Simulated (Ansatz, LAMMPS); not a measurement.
# What went wrong? liquid acetonitrile at 300 K (138 atoms)

Program: Ansatz 0.2.0. The cell: 46 C, 23 N and 69 H.

File input.yaml:

```yaml
crystal:
  lattice:
    - [12.62048, 0.0, 0.0]
    - [0.0, 12.62048, 0.0]
    - [0.0, 0.0, 12.62048]
  atoms:
    - { symbol: C, position: [0.22265, 0.44247, 0.06527] }
    - { symbol: C, position: [0.22999, 0.32811, 0.06701] }
    - { symbol: "N", position: [0.22203, 0.23513, 0.06638] }
    - { symbol: H, position: [0.28926, 0.4768, 0.11192] }
    - { symbol: H, position: [0.2239, 0.47246, 0.98223] }
    - { symbol: H, position: [0.14976, 0.46828, 0.09882] }
    - { symbol: C, position: [0.70733, 0.96413, 0.95191] }
    - { symbol: C, position: [0.75426, 0.91396, 0.86291] }
    - { symbol: "N", position: [0.78987, 0.87269, 0.78769] }
    - { symbol: H, position: [0.62688, 0.9273, 0.96776] }
    - { symbol: H, position: [0.76352, 0.95932, 0.01895] }
    - { symbol: H, position: [0.69634, 0.04873, 0.9373] }
    - { symbol: C, position: [0.66719, 0.53556, 0.27639] }
    - { symbol: C, position: [0.56622, 0.48387, 0.26362] }
    - { symbol: "N", position: [0.4793, 0.45526, 0.25416] }
    - { symbol: H, position: [0.72215, 0.47637, 0.29968] }
    - { symbol: H, position: [0.70019, 0.56535, 0.20519] }
    - { symbol: H, position: [0.6591, 0.60174, 0.33096] }
    [... 114 atom lines left out ...]
    - { symbol: C, position: [0.03822, 0.16775, 0.84376] }
    - { symbol: C, position: [0.96193, 0.13715, 0.92591] }
    - { symbol: "N", position: [0.90673, 0.10953, 0.99296] }
    - { symbol: H, position: [0.04278, 0.10038, 0.78632] }
    - { symbol: H, position: [0.01196, 0.23382, 0.79534] }
    - { symbol: H, position: [0.11691, 0.1826, 0.87931] }
kpoints:
  mp_grid: { grid: [1, 1, 1] }
hamiltonian:
  xc: pbe
  dispersion: d3bj
scf:
  occupations: { method: fixed }
  max_iter: 75
output:
  forces: true
magnetization:
  spin_polarized: true
  initial_magnetization: 15
```

Launch:

```sh
$ ansatz run input.yaml --threads 4 --pin off --max-ram 8192MiB --backend cpu --events-out ev --progress --plain --runs-dir out
```

Output:

```text
Error: inconsistent input (scf.occupations.method, magnetization): a σ = 0 step fill (method: fixed, or a smearing width below the step floor) with no hard lock on the total moment puts the same N_el/2 bands in each spin channel, which gives a total moment of zero, but the starting moments sum to +15.0000 μB; [...]
```

Wall time 0.05 s (4 threads of Arm Neoverse V1, shared host); peak memory 0.069 GiB.

Q: Name the fault and the fix.

An impossible spin: magnetization.initial_magnetization = 15 and magnetization.spin_polarized = true.

The fix is to take out magnetization.initial_magnetization and take out magnetization.spin_polarized.

The program refused it before any cycle.

[Logs are printed without paths, hosts, clocks, repeated set-up lines and the standing remarks that a program may print on its own settings, such as how far it seeks lower states.]

[Hosts, paths, dates, database ids (printed as entryN), source tags and the programs' standing remarks are cut or masked in the printed files.]
